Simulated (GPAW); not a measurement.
Consider ScB2 (P6/mmm).

```
Sc B
1.0
     3.15000    0.00000    0.00000
    -1.57500    2.72798    0.00000
     0.00000    0.00000    3.52000
Sc B
1 2
Cartesian
  0.0000 0.0000 0.0000
  1.5750 0.9093 1.7600
  0.0000 1.8187 1.7600
```

Absorber: atom 2, with 3 B at 1.82 Å (trigonal planar, site symmetry -6m2). Method: GPAW, LDA, excited-electron core hole (neutral cell), 18-atom cell with 5.5 Å between holes, 7×7×5 k points, dipole transitions, Gaussian full width 0.9 eV up to 4 eV, rising linearly to 3.5 eV at 25 eV.

Q: What does the B K edge look like?

Main maxima up to 24 eV above the zero (height): 2.8 eV (0.97), 6.0 eV (1.67), 9.0 eV (1.82) and 12.1 eV (1.18). A K edge sees empty p states on the absorber. The total-energy difference is 189.86 eV. One term is added: -5.56 eV, since the hole is spin-paired here and a spin-polarised one costs that much less in the free atom (computed apart). The photon energy is then 184.30 eV. The functional leaves an error in such absolute values: in the free atom LDA prices this hole 2.2 eV below PBE (computed apart), and PBE is itself good to a few eV.

The B K spectrum (energy from the lowest empty level; intensity scaled to a mean of 1 over the first 20 eV; polarised curves are means over the symmetry-equivalent atoms):

| E (eV) | isotropic | ε ⊥ c | ε ∥ c |
| --- | --- | --- | --- |
| -2.0 | 0.00 | 0.00 | 0.00 |
| -1.4 | 0.00 | 0.00 | 0.00 |
| -0.8 | 0.01 | 0.00 | 0.01 |
| -0.2 | 0.08 | 0.06 | 0.14 |
| 0.4 | 0.22 | 0.15 | 0.36 |
| 1.0 | 0.20 | 0.14 | 0.32 |
| 1.6 | 0.33 | 0.25 | 0.49 |
| 2.2 | 0.73 | 0.57 | 1.07 |
| 2.8 | 0.97 | 0.86 | 1.20 |
| 3.4 | 0.91 | 0.96 | 0.81 |
| 4.0 | 1.06 | 1.14 | 0.91 |
| 4.6 | 1.15 | 1.08 | 1.29 |
| 5.2 | 1.32 | 0.75 | 2.45 |
| 5.8 | 1.65 | 0.67 | 3.61 |
| 6.4 | 1.59 | 0.90 | 2.97 |
| 7.0 | 1.37 | 1.22 | 1.67 |
| 7.6 | 1.38 | 1.65 | 0.84 |
| 8.2 | 1.64 | 2.17 | 0.58 |
| 8.8 | 1.81 | 2.48 | 0.48 |
| 9.4 | 1.78 | 2.42 | 0.49 |
| 10.0 | 1.52 | 2.00 | 0.57 |
| 10.6 | 1.24 | 1.53 | 0.65 |
| 11.2 | 1.14 | 1.35 | 0.73 |
| 11.8 | 1.17 | 1.33 | 0.85 |
| 12.4 | 1.17 | 1.28 | 0.96 |
| 13.0 | 1.12 | 1.18 | 1.00 |
| 13.6 | 1.04 | 1.09 | 0.94 |
| 14.2 | 0.99 | 1.08 | 0.81 |
| 14.8 | 0.99 | 1.16 | 0.66 |
| 15.4 | 1.00 | 1.23 | 0.55 |
| 16.0 | 0.96 | 1.21 | 0.47 |
| 16.6 | 0.83 | 1.05 | 0.40 |
| 17.2 | 0.64 | 0.79 | 0.32 |
| 17.8 | 0.44 | 0.53 | 0.26 |
| 18.4 | 0.30 | 0.32 | 0.25 |
| 19.0 | 0.24 | 0.20 | 0.30 |
| 19.6 | 0.24 | 0.15 | 0.41 |
| 20.2 | 0.28 | 0.14 | 0.55 |
| 20.8 | 0.32 | 0.15 | 0.68 |
| 21.4 | 0.37 | 0.17 | 0.76 |
| 22.0 | 0.41 | 0.21 | 0.79 |
| 22.6 | 0.44 | 0.27 | 0.78 |
| 23.2 | 0.48 | 0.35 | 0.75 |
| 23.8 | 0.53 | 0.43 | 0.73 |
| 24.4 | 0.59 | 0.51 | 0.73 |
| 25.0 | 0.65 | 0.59 | 0.75 |
| 25.6 | 0.70 | 0.66 | 0.77 |
| 26.2 | 0.74 | 0.71 | 0.78 |
| 26.8 | 0.75 | 0.74 | 0.79 |
| 27.4 | 0.76 | 0.73 | 0.80 |
| 28.0 | 0.74 | 0.71 | 0.81 |
| 28.6 | 0.72 | 0.67 | 0.81 |
| 29.2 | 0.68 | 0.62 | 0.78 |
| 29.8 | 0.62 | 0.57 | 0.74 |
| 30.4 | 0.56 | 0.50 | 0.67 |
| 31.0 | 0.49 | 0.43 | 0.59 |
| 31.6 | 0.42 | 0.37 | 0.52 |

The holes are only 5.5 Å apart, so the shape is probably not converged with cell size; no larger cell was run here. The structure is a published determination, not relaxed.

[Banner, clock and machine lines of the logs are left out without a mark of their own.]

[Logs are printed without paths, hosts, clocks, repeated set-up lines and the standing remarks that a program may print on its own settings, such as how far it seeks lower states.]

[Hosts, paths, dates, database ids (printed as entryN), source tags and the programs' standing remarks are cut or masked in the printed files.]

[Lists of maxima count a maximum above −3 eV only where it reaches 4 % of the highest in the window and stands out from its surroundings by 2 % of it (1.5 % where it reaches 55 %); shoulders and weaker maxima are passed over, and of the rest the first, up to two pre-edge ones and the few strongest are named.]
